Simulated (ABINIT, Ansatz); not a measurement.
# Lattice dynamics of TbAl (Pm-3m) in two programs, part 2 of 3

Aim: the phonon dispersion of TbAl (Pm-3m), checked by a second program.

ABINIT 10.8.3; DFT PBEsol, scalar-relativistic, plane waves, PseudoDojo norm-conserving, 4f in core pseudopotentials (the lanthanide files made for PBE).

So far. Step 3 (Self-consistent run for the response): The cell stands at -0.45 GPa: the relaxation ran with a smoothed and higher cutoff, and the difference is a stress of the finite basis. Step 4 (Zone-centre response): The acoustic modes at Γ come out as far as 2.2 cm⁻¹ from zero, where they should vanish, a small numerical error. The relaxed cell has a = 3.567 Å (conventional setting).

## Step 5: Modes with the sum rule

anaddb reads the merged derivatives and imposes the acoustic sum rule.

The input, anaddb.abi:

```
ddb_filepath "gamma_DDB"
output_file "anaddb.abo"
outdata_prefix "anaddb"
asr 1
chneut 1
enunit 2
eivec 1
nph1l 1
qph1l 0.0 0.0 0.0 1.0
```

The input, mrgddb.in:

```
gamma_DDB
merged
2
dfpt_gammao_DDB
gso_DDB
```

Launch:

```sh
$ mrgddb < mrgddb.in > mrgddb.log
$ OMP_NUM_THREADS=1 anaddb anaddb.abi > anaddb.log
```

Numbers of over 12 decimals in the logs are rounded to 6 here.

anaddb.abo, the main output file:

```text
-outvars_anaddb: echo values of input variables ----------------------

 Miscellaneous information :
      enunit         2
       eivec         1
         asr         1
 First list of wavevector (reduced coord.) :
       nph1l         1
       qph1l
                     0.00000000E+00  0.00000000E+00  0.00000000E+00    1.000E+00

================================================================================

 read the DDB information and perform some checks

  ==== Info on the Cryst% object ====
 Real(R)+Recip(G) space primitive vectors, cartesian coordinates (Bohr,Bohr^-1):
 R(1)=  6.7406094  0.0000000  0.0000000  G(1)=  0.1483545  0.0000000  0.0000000
 R(2)=  0.0000000  6.7406094  0.0000000  G(2)=  0.0000000  0.1483545  0.0000000
 R(3)=  0.0000000  0.0000000  6.7406094  G(3)=  0.0000000  0.0000000  0.1483545
 Unit cell volume ucvol=  3.0626509E+02 bohr^3
 Angles (23,13,12)=  9.00000000E+01  9.00000000E+01  9.00000000E+01 degrees
 Time-reversal symmetry is present
 Reduced atomic positions [iatom, xred, symbol]:
    1)    0.5000000  0.5000000  0.5000000  Tb
    2)    0.0000000  0.0000000  0.0000000  Al

 DDB file with 3 blocks has been read.

================================================================================

 Treat the first list of vectors

  Phonon wavevector (reduced coordinates) :  0.00000  0.00000  0.00000
 Phonon energies in Hartree :
   0.000000E+00  0.000000E+00  0.000000E+00  1.024406E-03  1.024406E-03
   1.024406E-03
 Phonon energies in meV     :
-  0.000000E+00  0.000000E+00  0.000000E+00  2.787552E+01  2.787552E+01
-  2.787552E+01
 Phonon frequencies in cm-1    :
-  0.000000E+00  0.000000E+00  0.000000E+00  2.248312E+02  2.248312E+02
-  2.248312E+02
 Phonon frequencies in Thz     :
-  0.000000E+00  0.000000E+00  0.000000E+00  6.740270E+00  6.740270E+00
-  6.740270E+00
 Phonon energies in Kelvin  :
-  0.000000E+00  0.000000E+00  0.000000E+00  3.234819E+02  3.234819E+02
-  3.234819E+02

 Eigendisplacements
 (will be given, for each mode : in cartesian coordinates
   for each atom the real part of the displacement vector,
   then the imaginary part of the displacement vector - absolute values smaller than 1.0d-7 are set to zero)
  Mode number    1   Energy    0.000000E+00
 Attention : low frequency mode.
   (Could be unstable or acoustic mode)
-  1  0.00000000E+00  0.00000000E+00  1.71779850E-03
-     0.00000000E+00  0.00000000E+00  0.00000000E+00
-  2  0.00000000E+00  0.00000000E+00  1.71779848E-03
-     0.00000000E+00  0.00000000E+00  0.00000000E+00
  Mode number    2   Energy    0.000000E+00
 Attention : low frequency mode.
   (Could be unstable or acoustic mode)
-  1  0.00000000E+00  1.71779850E-03  0.00000000E+00
-     0.00000000E+00  0.00000000E+00  0.00000000E+00
-  2  0.00000000E+00  1.71779848E-03  0.00000000E+00
-     0.00000000E+00  0.00000000E+00  0.00000000E+00
  Mode number    3   Energy    0.000000E+00
 Attention : low frequency mode.
   (Could be unstable or acoustic mode)
-  1  1.71779850E-03  0.00000000E+00  0.00000000E+00
-     0.00000000E+00  0.00000000E+00  0.00000000E+00
-  2  1.71779848E-03  0.00000000E+00  0.00000000E+00
-     0.00000000E+00  0.00000000E+00  0.00000000E+00
  Mode number    4   Energy    1.024406E-03
-  1  0.00000000E+00  0.00000000E+00  7.07797457E-04
-     0.00000000E+00  0.00000000E+00  0.00000000E+00
-  2  0.00000000E+00  0.00000000E+00 -4.16903399E-03
-     0.00000000E+00  0.00000000E+00  0.00000000E+00
  Mode number    5   Energy    1.024406E-03
-  1  0.00000000E+00  7.07797457E-04  0.00000000E+00
-     0.00000000E+00  0.00000000E+00  0.00000000E+00
-  2  0.00000000E+00 -4.16903399E-03  0.00000000E+00
-     0.00000000E+00  0.00000000E+00  0.00000000E+00
  Mode number    6   Energy    1.024406E-03
-  1  7.07797457E-04  0.00000000E+00  0.00000000E+00
-     0.00000000E+00  0.00000000E+00  0.00000000E+00
-  2 -4.16903399E-03  0.00000000E+00  0.00000000E+00
-     0.00000000E+00  0.00000000E+00  0.00000000E+00

 Analysis of degeneracies and characters (maximum tolerance=1.00E-06 a.u.)
 For each vibration mode, or group of modes if degenerate,
 the characters are given for each symmetry operation (see the list in the log file).
 Symmetry characters of vibration mode #   1
       degenerate with vibration modes #   2 to    3
  3.0 -3.0 -1.0  1.0 -1.0  1.0 -1.0  1.0  1.0 -1.0 -1.0  1.0  1.0 -1.0 -1.0  1.0
 -0.0  0.0 -0.0  0.0  0.0 -0.0  0.0 -0.0  1.0 -1.0 -1.0  1.0 -1.0  1.0  1.0 -1.0
 -0.0  0.0  0.0 -0.0  0.0 -0.0 -0.0  0.0  1.0 -1.0  1.0 -1.0 -1.0  1.0 -1.0  1.0
 Symmetry characters of vibration mode #   4
       degenerate with vibration modes #   5 to    6
  3.0 -3.0 -1.0  1.0 -1.0  1.0 -1.0  1.0  1.0 -1.0 -1.0  1.0  1.0 -1.0 -1.0  1.0
 -0.0  0.0 -0.0  0.0  0.0 -0.0  0.0 -0.0  1.0 -1.0 -1.0  1.0 -1.0  1.0  1.0 -1.0
 -0.0  0.0  0.0 -0.0  0.0 -0.0 -0.0  0.0  1.0 -1.0  1.0 -1.0 -1.0  1.0 -1.0  1.0
-
```

Run time: 0.51 s. Hardware: 1 thread of Arm Neoverse V2, shared host.

No LO-TO term; unit eigenvectors of the mass-weighted matrix, from anaddb's displacements. Modes at Γ, with each element's share of the kinetic energy:

| mode | frequency (cm⁻¹) | symmetry | Tb % | Al % |
| --- | --- | --- | --- | --- |
| 1 | 0.0 | acoustic | 85 | 15 |
| 2 | 0.0 | acoustic | 85 | 15 |
| 3 | 0.0 | acoustic | 85 | 15 |
| 4 | 224.8 | T1u | 15 | 85 |
| 5 | 224.8 | T1u | 15 | 85 |
| 6 | 224.8 | T1u | 15 | 85 |

Displacements in mode 4 (224.8 cm⁻¹), the largest set to 1:
```
Tb1  0.00  0.00  0.17
Al2  0.00  0.00 -1.00
```

The rule moves no optical mode by more than 0.1 cm⁻¹.

## Step 6: Phonons on a q mesh

Linear response treats each wavevector in the unit cell, with no supercell; the 2×2×2 mesh fixes the range of the force constants to be had.

The input, dfpt_q.abi:

```
ndtset 3

# wavevectors
qpt1 0.5 0.0 0.0
qpt2 0.5 0.5 0.0
qpt3 0.5 0.5 0.5

# displacements
getwfk_filepath "gso_WFK"
getwfq_filepath "gso_WFK"
kptopt 3
nqpt 1
rfphon 1
rfatpol 1 2
rfdir 1 1 1
tolvrs 1.0d-10
prtwf 0

# basis, mesh and filling
ecut 21.0
ixc -116133
ngkpt 10 10 10
nshiftk 1
shiftk 0.0 0.0 0.0
istwfk *1
occopt 6
tsmear 0.01
nband 13
nstep 100
diemac 1000000.0
prtebands 0
prtgsr 0
useylm 1

# cell and atoms
acell 3*1.0 Angstrom
rprim 
    3.566976905 0.0 0.0
    0.0 3.566976905 0.0
    0.0 0.0 3.566976905
ntypat 2
znucl 65 13
natom 2
typat 1 2
xred 
    0.5 0.5 0.5
    0.0 0.0 0.0
pp_dirpath "./pseudo"
pseudos "Tb.upf, Al.upf"
```

Launch:

```sh
$ OMP_NUM_THREADS=1 mpirun -n 4 abinit dfpt_q.abi > dfpt_q.log
```

dfpt_q.abo, the main output file:

```text
[banners, grids, parts of the stress and lines that vanish by symmetry left out]
- input  file    -> dfpt_q.abi
- output file    -> dfpt_q.abo
- root for input  files -> dfpt_qi
[...]
DATASET    1 : space group Pm -3 m (#221); Bravais cP (primitive cubic)
[...]
nfft =       27000          nkpt =        1000
[...]
DATASET    2 : space group Pm -3 m (#221); Bravais cP (primitive cubic)
[...]
nfft =       27000          nkpt =        1000
[...]
DATASET    3 : space group Pm -3 m (#221); Bravais cP (primitive cubic)
[...]
nfft =       27000          nkpt =        1000
[...]
== DATASET  1 ==================================================================
[...]
cutoff_energies: {ecut:  21.0, pawecutdg:  -1.0, }
[...]
Perturbation : displacement of atom   1   along direction   1
[...]
-ETOT  1   10.832914625754     -1.213E+03 3.908E+00 3.482E+04
 ETOT  2   4.635567     -6.197E+00 3.971E-01 2.947E+02
 ETOT  3   4.575649     -5.992E-02 8.244E-03 7.169E+00
 ETOT  4   4.574103     -1.546E-03 5.917E-03 3.306E-02
 ETOT  5   4.574068     -3.496E-05 5.518E-04 2.437E-04
[...]
At SCF step    9       vres2   =  4.58E-11 < tolvrs=  1.00E-10 =>converged.
[...]
Perturbation : displacement of atom   1   along direction   2
[...]
-ETOT  1   2.271011     -9.605E+02 3.823E+00 9.145E+01
[...]
At SCF step    9       vres2   =  3.53E-13 < tolvrs=  1.00E-10 =>converged.
[...]
Perturbation : displacement of atom   2   along direction   1
[...]
-ETOT  1   15.933112734001     -3.045E+01 1.606E+00 7.153E+04
[...]
At SCF step   10       vres2   =  2.73E-12 < tolvrs=  1.00E-10 =>converged.
[...]
Perturbation : displacement of atom   2   along direction   2
[...]
-ETOT  1   2.438986     -2.454E+01 1.110E+00 2.512E+02
[...]
At SCF step    8       vres2   =  5.77E-12 < tolvrs=  1.00E-10 =>converged.
[...]
Phonon wavevector (reduced coordinates) :  0.50000  0.00000  0.00000
 Phonon energies in Hartree :
[...]
Phonon frequencies in cm-1    :
-  8.421666E+01  8.421666E+01  1.293778E+02  2.213867E+02  2.213867E+02
-  2.281457E+02
[...]
== DATASET  2 ==================================================================
[...]
cutoff_energies: {ecut:  21.0, pawecutdg:  -1.0, }
[...]
Perturbation : displacement of atom   1   along direction   1
[...]
-ETOT  1   6.739570     -1.091E+03 7.240E+00 6.273E+03
[...]
Perturbation : displacement of atom   1   along direction   3
[...]
-ETOT  1   1.631249     -9.520E+02 3.725E+00 6.115E+01
[...]
Perturbation : displacement of atom   2   along direction   1
[...]
-ETOT  1   3.245200     -3.378E+01 5.400E-01 2.678E+03
[...]
Perturbation : displacement of atom   2   along direction   3
[...]
-ETOT  1   2.693211     -2.361E+01 1.497E+00 5.013E+01
[...]
Phonon wavevector (reduced coordinates) :  0.50000  0.50000  0.00000
 Phonon energies in Hartree :
[...]
Phonon frequencies in cm-1    :
-  3.078191E+01  3.078191E+01  6.966150E+01  2.394066E+02  2.595560E+02
-  2.595560E+02
[...]
== DATASET  3 ==================================================================
[...]
cutoff_energies: {ecut:  21.0, pawecutdg:  -1.0, }
[...]
Perturbation : displacement of atom   1   along direction   1
[...]
-ETOT  1   5.886122     -1.044E+03 3.199E+00 3.295E+03
[...]
At SCF step    8       vres2   =  1.78E-11 < tolvrs=  1.00E-10 =>converged.
[...]
Perturbation : displacement of atom   2   along direction   1
[...]
-ETOT  1   3.236220     -3.021E+01 1.233E+00 1.261E+02
[...]
ETOT  6   3.185356     -6.085E-10 1.486E-04 3.947E-09
 ETOT  7   3.185356     -1.442E-12 2.278E-05 1.843E-11
 At SCF step    7       vres2   =  1.84E-11 < tolvrs=  1.00E-10 =>converged.
[...]
Phonon wavevector (reduced coordinates) :  0.50000  0.50000  0.50000
 Phonon energies in Hartree :
[...]
Phonon frequencies in cm-1    :
-  1.229326E+02  1.229326E+02  1.229326E+02  2.620298E+02  2.620298E+02
-  2.620298E+02
[...]
strten2     0.0000000000E+00  0.0000000000E+00  0.0000000000E+00
           strten3     0.0000000000E+00  0.0000000000E+00  0.0000000000E+00
================================================================================
```

Wall time 8.3 min (4 MPI ranks).

This step gave:

| Property | Result |
| --- | --- |
| lowest mode on the q mesh (acoustic ones at the zone centre apart) | 30.78 cm⁻¹ |

Frequencies (cm⁻¹) before the sum rule at the irreducible wavevectors but Γ, which is solved apart; negative means imaginary. Frequencies by wavevector:

| q (fractions) | star | mode 1 | mode 2 | mode 3 | mode 4 | mode 5 | mode 6 |
| --- | --- | --- | --- | --- | --- | --- | --- |
| 0.5 0 0 | 3 | 84.22 | 84.22 | 129.4 | 221.4 | 221.4 | 228.2 |
| 0.5 0.5 0 | 3 | 30.78 | 30.78 | 69.66 | 239.4 | 259.6 | 259.6 |
| 0.5 0.5 0.5 | 1 | 122.9 | 122.9 | 122.9 | 262 | 262 | 262 |

## Step 7: Dispersion

anaddb transforms the dynamical matrices to force constants and back along the path; points of the mesh come back as solved, but for the sum rule and, in polar crystals, the LO-TO term at Γ; the rest is interpolation.

The input, anaddb.abi:

```
ddb_filepath "all_DDB"
output_file "anaddb.abo"
outdata_prefix "anaddb"
ifcflag 1
ngqpt 2 2 2
nqshft 1
q1shft 0.0 0.0 0.0
asr 1
chneut 0
dipdip 0
dipquad 0
quadquad 0
enunit 0
eivec 0
nph1l 62
qph1l 
    0.0 0.0 0.0 1.0
    0.0 0.05 0.0 1.0
    0.0 0.1 0.0 1.0
    0.0 0.15 0.0 1.0
    0.0 0.2 0.0 1.0
    0.0 0.25 0.0 1.0
    0.0 0.3 0.0 1.0
    0.0 0.35 0.0 1.0
    0.0 0.4 0.0 1.0
    0.0 0.45 0.0 1.0
    0.0 0.5 0.0 1.0
    0.05 0.5 0.0 1.0
    0.1 0.5 0.0 1.0
    0.15 0.5 0.0 1.0
    0.2 0.5 0.0 1.0
    0.25 0.5 0.0 1.0
    0.3 0.5 0.0 1.0
    0.35 0.5 0.0 1.0
    0.4 0.5 0.0 1.0
    0.45 0.5 0.0 1.0
    0.5 0.5 0.0 1.0
    0.45 0.45 0.0 1.0
    0.4 0.4 0.0 1.0
    0.35 0.35 0.0 1.0
    0.3 0.3 0.0 1.0
    0.25 0.25 0.0 1.0
    0.2 0.2 0.0 1.0
    0.15 0.15 0.0 1.0
    0.1 0.1 0.0 1.0
    0.05 0.05 0.0 1.0
    0.0 0.0 0.0 1.0
    0.05 0.05 0.05 1.0
    0.1 0.1 0.1 1.0
    0.15 0.15 0.15 1.0
    0.2 0.2 0.2 1.0
    0.25 0.25 0.25 1.0
    0.3 0.3 0.3 1.0
    0.35 0.35 0.35 1.0
    0.4 0.4 0.4 1.0
    0.45 0.45 0.45 1.0
    0.5 0.5 0.5 1.0
    0.45 0.5 0.45 1.0
    0.4 0.5 0.4 1.0
    0.35 0.5 0.35 1.0
    0.3 0.5 0.3 1.0
    0.25 0.5 0.25 1.0
    0.2 0.5 0.2 1.0
    0.15 0.5 0.15 1.0
    0.1 0.5 0.1 1.0
    0.05 0.5 0.05 1.0
    0.0 0.5 0.0 1.0
    0.5 0.5 0.5 1.0
    0.5 0.5 0.45 1.0
    0.5 0.5 0.4 1.0
    0.5 0.5 0.35 1.0
    0.5 0.5 0.3 1.0
    0.5 0.5 0.25 1.0
    0.5 0.5 0.2 1.0
    0.5 0.5 0.15 1.0
    0.5 0.5 0.1 1.0
    0.5 0.5 0.05 1.0
    0.5 0.5 0.0 1.0
```

The input, mrgddb.in:

```
all_DDB
merged
4
dfpt_gammao_DDB
dfpt_qo_DS1_DDB
dfpt_qo_DS2_DDB
dfpt_qo_DS3_DDB
```

Launch:

```sh
$ mrgddb < mrgddb.in > mrgddb.log
$ OMP_NUM_THREADS=1 anaddb anaddb.abi > anaddb.log
```

anaddb.abo, the main output file:

```text
[banners, grids, parts of the stress and lines that vanish by symmetry left out]
-outvars_anaddb: echo values of input variables ----------------------

 Flags :
[...]
Phonon wavevector (reduced coordinates) :  0.00000  0.00000  0.00000
 Phonon energies in Hartree :
[...]
Phonon frequencies in cm-1    :
-  0.000000E+00  0.000000E+00  0.000000E+00  2.248312E+02  2.248312E+02
-  2.248312E+02
[...]
Phonon wavevector (reduced coordinates) :  0.00000  0.05000  0.00000
 Phonon energies in Hartree :
[...]
Phonon frequencies in cm-1    :
-  1.300701E+01  1.300701E+01  1.954933E+01  2.247575E+02  2.247575E+02
-  2.249741E+02
[...]
Phonon wavevector (reduced coordinates) :  0.00000  0.10000  0.00000
 Phonon energies in Hartree :
[...]
Phonon frequencies in cm-1    :
-  2.571490E+01  2.571490E+01  3.869220E+01  2.245411E+02  2.245411E+02
-  2.253755E+02
[...]
Phonon wavevector (reduced coordinates) :  0.00000  0.15000  0.00000
 Phonon energies in Hartree :
[...]
Phonon frequencies in cm-1    :
-  3.782874E+01  3.782874E+01  5.702400E+01  2.241962E+02  2.241962E+02
-  2.259592E+02
[...]
Phonon wavevector (reduced coordinates) :  0.00000  0.20000  0.00000
 Phonon energies in Hartree :
[...]
Phonon frequencies in cm-1    :
-  4.906194E+01  4.906194E+01  7.414284E+01  2.237471E+02  2.237471E+02
-  2.266166E+02
[...]
Phonon wavevector (reduced coordinates) :  0.00000  0.25000  0.00000
 Phonon energies in Hartree :
[...]
Phonon frequencies in cm-1    :
-  5.914047E+01  5.914047E+01  8.964900E+01  2.232291E+02  2.232291E+02
-  2.272315E+02
  Phonon wavevector (reduced coordinates) :  0.00000  0.30000  0.00000
 Phonon energies in Hartree :
[...]
Phonon frequencies in cm-1    :
-  6.780760E+01  6.780760E+01  1.031433E+02  2.226881E+02  2.226881E+02
-  2.277091E+02
  Phonon wavevector (reduced coordinates) :  0.00000  0.35000  0.00000
 Phonon energies in Hartree :
[...]
Phonon frequencies in cm-1    :
-  7.483020E+01  7.483020E+01  1.142275E+02  2.221783E+02  2.221783E+02
-  2.280022E+02
  Phonon wavevector (reduced coordinates) :  0.00000  0.40000  0.00000
 Phonon energies in Hartree :
[...]
Phonon frequencies in cm-1    :
-  8.000731E+01  8.000731E+01  1.225139E+02  2.217579E+02  2.217579E+02
-  2.281257E+02
  Phonon wavevector (reduced coordinates) :  0.00000  0.45000  0.00000
 Phonon energies in Hartree :
[...]
Phonon frequencies in cm-1    :
-  8.318146E+01  8.318146E+01  1.276554E+02  2.214801E+02  2.214801E+02
-  2.281464E+02
  Phonon wavevector (reduced coordinates) :  0.00000  0.50000  0.00000
 Phonon energies in Hartree :
[...]
Phonon frequencies in cm-1    :
-  8.425122E+01  8.425122E+01  1.294003E+02  2.213828E+02  2.213828E+02
-  2.281419E+02
  Phonon wavevector (reduced coordinates) :  0.05000  0.50000  0.00000
 Phonon energies in Hartree :
[...]
Phonon frequencies in cm-1    :
-  8.306534E+01  8.392532E+01  1.270848E+02  2.218413E+02  2.228611E+02
-  2.290669E+02
  Phonon wavevector (reduced coordinates) :  0.10000  0.50000  0.00000
 Phonon energies in Hartree :
[...]
Phonon frequencies in cm-1    :
-  7.964738E+01  8.297225E+01  1.206075E+02  2.231664E+02  2.268340E+02
-  2.316880E+02
  Phonon wavevector (reduced coordinates) :  0.15000  0.50000  0.00000
 Phonon energies in Hartree :
[...]
Phonon frequencies in cm-1    :
-  7.436334E+01  8.146561E+01  1.109929E+02  2.252149E+02  2.323021E+02
-  2.356011E+02
[...]
Phonon wavevector (reduced coordinates) :  0.40000  0.50000  0.40000
 Phonon energies in Hartree :
[...]
Phonon frequencies in cm-1    :
-  1.083496E+02  1.131728E+02  1.195105E+02  2.569829E+02  2.610213E+02
-  2.619405E+02
  Phonon wavevector (reduced coordinates) :  0.35000  0.50000  0.35000
 Phonon energies in Hartree :
[...]
Phonon frequencies in cm-1    :
-  9.230665E+01  1.035078E+02  1.154701E+02  2.514033E+02  2.593034E+02
-  2.610483E+02
  Phonon wavevector (reduced coordinates) :  0.30000  0.50000  0.30000
 Phonon energies in Hartree :
[...]
Phonon frequencies in cm-1    :
-  7.397160E+01  9.450071E+01  1.102955E+02  2.448029E+02  2.563799E+02
-  2.587639E+02
  Phonon wavevector (reduced coordinates) :  0.25000  0.50000  0.25000
 Phonon energies in Hartree :
[...]
Phonon frequencies in cm-1    :
-  5.815695E+01  8.992145E+01  1.044351E+02  2.380920E+02  2.521621E+02
-  2.546438E+02
  Phonon wavevector (reduced coordinates) :  0.20000  0.50000  0.20000
 Phonon energies in Hartree :
[...]
Phonon frequencies in cm-1    :
-  5.183359E+01  9.246543E+01  9.842150E+01  2.320712E+02  2.467892E+02
-  2.485365E+02
  Phonon wavevector (reduced coordinates) :  0.15000  0.50000  0.15000
 Phonon energies in Hartree :
[...]
Phonon frequencies in cm-1    :
-  5.794405E+01  9.284031E+01  1.016553E+02  2.272775E+02  2.406753E+02
-  2.406939E+02
[...]
Phonon wavevector (reduced coordinates) :  0.50000  0.50000  0.05000
 Phonon energies in Hartree :
[...]
Phonon frequencies in cm-1    :
-  3.624358E+01  3.624358E+01  7.148161E+01  2.399821E+02  2.595873E+02
-  2.595873E+02
  Phonon wavevector (reduced coordinates) :  0.50000  0.50000  0.00000
 Phonon energies in Hartree :
[...]
Phonon frequencies in cm-1    :
-  3.084761E+01  3.084761E+01  6.970328E+01  2.394030E+02  2.595561E+02
-  2.595561E+02
-
```

Elapsed: 0.52 s, on 1 thread.

Read from the output:

* lowest frequency on the path: 0 cm⁻¹

Anaddb. Phonon branches along the path, in cm⁻¹:

| point | branch 1 | branch 2 | branch 3 | branch 4 | branch 5 | branch 6 |
| --- | --- | --- | --- | --- | --- | --- |
| Γ | 0 | 0 | 0 | 225 | 225 | 225 |
| halfway | 59 | 59 | 90 | 223 | 223 | 227 |
| X | 84 | 84 | 129 | 221 | 221 | 228 |
| halfway | 60 | 77 | 86 | 231 | 244 | 245 |
| M | 31 | 31 | 70 | 239 | 260 | 260 |
| halfway | 31 | 70 | 106 | 223 | 227 | 245 |
| Γ | 0 | 0 | 0 | 225 | 225 | 225 |
| halfway | 76 | 76 | 86 | 239 | 242 | 242 |
| R | 123 | 123 | 123 | 262 | 262 | 262 |
| halfway | 58 | 90 | 104 | 238 | 252 | 255 |
| X | 84 | 84 | 129 | 221 | 221 | 228 |
| jump to R | 123 | 123 | 123 | 262 | 262 | 262 |
| halfway | 91 | 91 | 100 | 251 | 260 | 260 |
| M | 31 | 31 | 70 | 239 | 260 | 260 |

The phonon branches as a text plot (rows in cm⁻¹):

```
    257 |            ******                **********     *******
    246 |           *     ****          ***       ** **      ***
    235 |         *********** **     ****           ** **       *
    224 |***********       **********  *              ****
    213 |                     **    ***
    202 |
    191 |
    180 |
    170 |
    159 |
    148 |
    137 |
    126 |      ***                           ****       ***
    115 |     *   *                         **  ****   *   *
    104 |    *     *         **            **    ** * *     **
     93 |   *              **        *** **       ******     *
     82 |      *****      *    *        ****            **    *
     71 |    **   ************      *   *          *   *       **
     60 |  **        *   *    * *      *            * *       *
     49 |           ***        *     **              *         *
     38 | **          * * *     *  *                            *
     27 | *            *** ***** *  *
     16 |*                      ** *
      5 |                        **
         Γ      X      M          Γ            R        X|R     M
```

All branches are real along the path.

[end of part 2 of 3]

[Host names and launcher messages were left out of these logs when they were recorded.]

[Logs are printed without paths, hosts, clocks, repeated set-up lines and the standing remarks that a program may print on its own settings, such as how far it seeks lower states.]

[Hosts, paths, dates, database ids (printed as entryN), source tags and the programs' standing remarks are cut or masked in the printed files.]
